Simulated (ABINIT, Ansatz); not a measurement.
**How the form of the self-energy moves the gap of NaCl (Fm-3m)**

Aim: compare treatments of exchange, screening and correlation for the gap of NaCl (Fm-3m).

Program: ABINIT 10.8.3. Level of theory: PBE and many-body steps on it, plane waves. Results are calculated unless marked as measured.

This is a report of a sequence of runs, with most program output left out.

The database entry behind the starting cell differs from later determinations by our own check (an axis about 0.4 % short against later determinations), so it need not match the best structure at ambient conditions.

## (1) The structure

It takes space group Fm-3m (No. 225, cubic). The conventional cell has a = 5.620 Å, b = 5.620 Å, c = 5.620 Å, α = 90.00°, β = 90.00°, γ = 90.00°. Na has 6 Cl at 2.81 Å nearest. Nearest to Cl lie 6 Na at 2.81 Å. Farther neighbours and most contacts between anions are not listed.

The cell and positions come from the Crystallography Open Database and are kept as given unless a step says otherwise.

## (2) Empty states on the mesh, 6×6×6 mesh, 592 bands

This step: ABINIT 10.8.3; DFT, PBE, plane waves, norm-conserving pseudopotentials.

The sums over transitions need many empty states on a uniform mesh; this step solves for them.

File run.abi:

```
acell 3*1.0 Angstrom
rprim 
  0.000000000000 2.810000000000 2.810000000000
  2.810000000000 0.000000000000 2.810000000000
  2.810000000000 2.810000000000 0.000000000000
ntypat 2
znucl 11 17
natom 2
typat 1 2
xred 
  0.000000000000 0.000000000000 0.000000000000
  0.500000000000 0.500000000000 0.500000000000
pp_dirpath "pseudos"
pseudos "Na.upf, Cl.upf"
ecut 38
ngkpt 6 6 6
nshiftk 1
shiftk 0 0 0
kptopt 1
chksymbreak 0
irdden 1
istwfk *1
nband 592
prtvol 0
optdriver 6
gwr_task "HDIAGO"
paral_kgb 0
occopt 1
indata_prefix "in"
outdata_prefix "out"
tmpdata_prefix "tmp"
```

Launch:

```bash
OMP_NUM_THREADS=1 mpirun -n 4 abinit run.abi > log
```

It took 63 s on 4 MPI ranks of Intel Xeon 6975P-C (Granite Rapids), shared host; peak memory 2.8 GiB; 4.2 min of CPU time.

Numbers from this step:

```
gap                                                           : 5.150 eV
k of the valence top                                          : 0, 0, 0
k of the conduction bottom                                    : 0, 0, 0
least direct gap                                              : 5.150 eV
k points computed                                             : 16
lowest point of the top converged band, above the valence top : 311.7801 eV
```

On this mesh the gap is 5.150 eV.

The density comes from a self-consistent run that is not shown.

## (3) Screening, 6×6×6 mesh, 243 bands, screening to 247.6 eV

The RPA dielectric matrix is built and inverted for each q.

This step: RPA screening on PBE, plane waves, norm-conserving pseudopotentials.

Edit run.abi of step 2 so:

```diff
@@ -20,10 +20,11 @@
 chksymbreak 0
-irdden 1
 istwfk *1
-nband 592
-prtvol 0
-optdriver 6
-gwr_task "HDIAGO"
-paral_kgb 0
 occopt 1
+irdwfk 1
+optdriver 3
+nband 243
+ecuteps 9.1
+inclvkb 2
+awtr 1
+symchi 1
 indata_prefix "in"
```

It took 5 min on 4 MPI ranks; peak memory 3 GiB.

This step gave:

* ε∞ with local fields, on this mesh, along the program's q direction: 2.352
* the same without local fields: 2.767
* plasma frequency: 22.30 eV
* plane waves in the screening matrix: 387

Local fields lower ε∞ by 15 %.

## (4) G0W0, Godby-Needs plasmon pole

The self-energy is evaluated for the states that the input lists, and the levels follow from it, in one-shot runs by the linearised quasiparticle equation.

This step: G0W0 on PBE, plane waves, norm-conserving pseudopotentials.

Edit run.abi of step 3 so:

```diff
@@ -23,8 +23,15 @@
 irdwfk 1
-optdriver 3
+optdriver 4
 nband 243
+gwcalctyp 0
+ecutsigx 38
+symsigma 1
+nkptgw 1
+kptgw 
+  0.0000000000 0.0000000000 0.0000000000
+bdgw 
+  6 12
 ecuteps 9.1
-inclvkb 2
-awtr 1
-symchi 1
+irdscr 1
+ppmodel 1
 indata_prefix "in"
```

The job ended after 34 s (4 MPI ranks; peak memory 3.2 GiB; 2.2 min of CPU time).

This step gave:

```yaml
g0w0_gap_on_the_points_computed: 8.149 eV
starting_gap_on_the_mesh: 5.150 eV
k_of_the_valence_top: 0, 0, 0
k_of_the_conduction_bottom: 0, 0, 0
z_at_the_valence_top: 0.809
z_at_the_conduction_bottom: 0.864
least_direct_g0w0_gap_on_the_computed_points: 8.149 eV
```

The gap on the mesh goes from 5.15 eV to 8.15 eV, a correction of +3.00 eV.

## (5) G0W0, Engel-Farid plasmon pole

Edit run.abi of step 4 so:

```diff
@@ -35,3 +35,3 @@
 irdscr 1
-ppmodel 1
+ppmodel 4
 indata_prefix "in"
```

The job ended after 17 s (4 MPI ranks; peak memory 2.6 GiB).

Numbers from this step:

- G0W0 gap on the points computed: 8.329 eV
- starting gap on the mesh: 5.150 eV
- k of the valence top: 0, 0, 0
- k of the conduction bottom: 0, 0, 0
- Z at the valence top: 0.819
- Z at the conduction bottom: 0.873
- least direct G0W0 gap on the computed points: 8.329 eV

Against G0W0 in ABINIT (6×6×6 mesh, 243 bands, screening to 247.6 eV, Godby-Needs plasmon pole), the gap moves by +0.180 eV.

## (6) G0W0, Hybertsen-Louie plasmon pole

Edit run.abi of step 5 so:

```diff
@@ -35,3 +35,3 @@
 irdscr 1
-ppmodel 4
+ppmodel 2
 indata_prefix "in"
```

Run time: 34 s. Hardware: 4 MPI ranks; peak memory 3.1 GiB.

This step gave:

```yaml
g0w0_gap_on_the_points_computed: 8.301 eV
starting_gap_on_the_mesh: 5.150 eV
k_of_the_valence_top: 0, 0, 0
k_of_the_conduction_bottom: 0, 0, 0
least_direct_g0w0_gap_on_the_computed_points: 8.301 eV
```

Against G0W0 in ABINIT (6×6×6 mesh, 243 bands, screening to 247.6 eV, Godby-Needs plasmon pole), the gap moves by +0.152 eV.

## (7) One-shot Hartree-Fock

This step: one-shot Hartree-Fock on PBE, plane waves, norm-conserving pseudopotentials.

Edit run.abi of step 6 so:

```diff
@@ -24,4 +24,4 @@
 optdriver 4
-nband 243
-gwcalctyp 0
+nband 12
+gwcalctyp 5
 ecutsigx 38
@@ -33,5 +33,4 @@
   6 12
-ecuteps 9.1
-irdscr 1
-ppmodel 2
+ixc_sigma 40
+fftgw 31
 indata_prefix "in"
```

It took 2.1 s on 4 MPI ranks; peak memory 0.24 GiB; 7.7 s of CPU time.

Numbers from this step:

* quasiparticle gap on the points computed: 13.59 eV
* starting gap on the mesh: 5.150 eV
* k of the valence top: 0, 0, 0
* k of the conduction bottom: 0, 0, 0
* least direct quasiparticle gap on the computed points: 13.59 eV

Against G0W0 in ABINIT (6×6×6 mesh, 243 bands, screening to 247.6 eV, Godby-Needs plasmon pole), the gap moves by +5.445 eV.

## (8) Screening, 6×6×6 mesh, 243 bands, screening to 247.6 eV

This step: RPA screening on PBE, plane waves, norm-conserving pseudopotentials.

Edit run.abi of step 7 so:

```diff
@@ -23,14 +23,14 @@
 irdwfk 1
-optdriver 4
-nband 12
-gwcalctyp 5
-ecutsigx 38
-symsigma 1
-nkptgw 1
-kptgw 
-  0.0000000000 0.0000000000 0.0000000000
-bdgw 
-  6 12
-ixc_sigma 40
-fftgw 31
+optdriver 3
+nband 243
+ecuteps 9.1
+inclvkb 2
+awtr 1
+symchi 1
+gwcalctyp 2
+nfreqre 16
+freqremax 40 eV
+nfreqim 8
+spmeth 1
+nomegasf 120
 indata_prefix "in"
```

The job ended after 15 min (4 MPI ranks; peak memory 3.7 GiB; 59 min of CPU time).

Numbers from this step:

```
ε∞ with local fields, on this mesh, along the program's q direction : 2.370
the same without local fields                                       : 2.792
plasma frequency                                                    : 22.30 eV
plane waves in the screening matrix                                 : 387
```

## (9) G0W0, contour deformation

This step: G0W0 on PBE, plane waves, norm-conserving pseudopotentials.

Edit run.abi of step 8 so:

```diff
@@ -23,14 +23,15 @@
 irdwfk 1
-optdriver 3
+optdriver 4
 nband 243
+gwcalctyp 2
+ecutsigx 38
+symsigma 1
+nkptgw 1
+kptgw 
+  0.0000000000 0.0000000000 0.0000000000
+bdgw 
+  6 12
 ecuteps 9.1
-inclvkb 2
-awtr 1
-symchi 1
-gwcalctyp 2
-nfreqre 16
-freqremax 40 eV
-nfreqim 8
-spmeth 1
-nomegasf 120
+irdscr 1
+gwmem 01
 indata_prefix "in"
```

Wall time 21 s (4 MPI ranks); peak memory 2.6 GiB; 82 s of CPU time.

This step gave:

```
G0W0 gap on the points computed              : 8.103 eV
starting gap on the mesh                     : 5.150 eV
k of the valence top                         : 0, 0, 0
k of the conduction bottom                   : 0, 0, 0
least direct G0W0 gap on the computed points : 8.103 eV
```

Against G0W0 in ABINIT (6×6×6 mesh, 243 bands, screening to 247.6 eV, Godby-Needs plasmon pole), the gap moves by −0.046 eV.

## (10) Side by side

Times are wall times on 4 MPI ranks of Intel Xeon 6975P-C (Granite Rapids), shared host, good to a factor of about two. A run's time includes the screening step that it read.

| run | mesh | bands | screening cutoff (eV) | DFT gap (eV) | gap on the mesh (eV) | direct (eV) | ε∞ used | time |
| --- | --- | --- | --- | --- | --- | --- | --- | --- |
| G0W0, Godby-Needs plasmon pole | 6×6×6 | 243 | 247.6 | 5.150 | 8.149 | 8.149 | 2.35 | 5.6 min |
| G0W0, Engel-Farid plasmon pole | 6×6×6 | 243 | 247.6 | 5.150 | 8.329 | 8.329 | 2.35 | 5.3 min |
| G0W0, Hybertsen-Louie plasmon pole | 6×6×6 | 243 | 247.6 | 5.150 | 8.301 | 8.301 | 2.35 | 5.6 min |
| one-shot Hartree-Fock | 6×6×6 | - | - | 5.150 | 13.594 | 13.594 | - | 2.1 s |
| G0W0, contour deformation | 6×6×6 | 243 | 247.6 | 5.150 | 8.103 | 8.103 | 2.37 | 15 min |

## (11) What came out

| Property | Result |
| --- | --- |
| G0W0, Godby-Needs plasmon pole | 8.149 eV |
| G0W0, Engel-Farid plasmon pole | 8.329 eV |
| G0W0, Hybertsen-Louie plasmon pole | 8.301 eV |
| one-shot Hartree-Fock | 13.594 eV |
| G0W0, contour deformation | 8.103 eV |
| known limits | not at the basis limit |

**Reading.** G0W0, Engel-Farid plasmon pole: +0.180 eV against G0W0, Godby-Needs plasmon pole. G0W0, Hybertsen-Louie plasmon pole: +0.152 eV against G0W0, Godby-Needs plasmon pole. One-shot Hartree-Fock: +5.445 eV against G0W0, Godby-Needs plasmon pole. G0W0, contour deformation: −0.046 eV against G0W0, Godby-Needs plasmon pole. Bare exchange alone opens the gap to 13.59 eV; against G0W0, correlation takes back 5.44 eV. Bands and cutoff are finite, so the gap is not at the basis limit. The miss can reach some tenths of an eV and take either sign; the mesh is an error of its own. In the G0W0 runs levels were corrected at 1 k point alone, so a gap called «on the mesh» is the least over those, and an edge elsewhere would be missed.

[Paths, hosts, dates, memory and timing lines, banners, echoed tables and standing remarks are left out of the program output.]

[Logs are printed without paths, hosts, clocks, repeated set-up lines and the standing remarks that a program may print on its own settings, such as how far it seeks lower states.]

[Runs of the session that timed out or met a known fault of the program may be left out.]

[Hosts, paths, dates, database ids (printed as entryN), source tags and the programs' standing remarks are cut or masked in the printed files.]

[G0W0 gaps are taken among the corrected bands and points alone; a level outside them can change the order at an edge.]

[Where Ansatz stands beside ABINIT at settings called matched, ABINIT's density can come from a denser mesh and the files from another edition; pairs whose starting gaps differed by over 0.03 eV were left out, so agreement reads better than it is.]
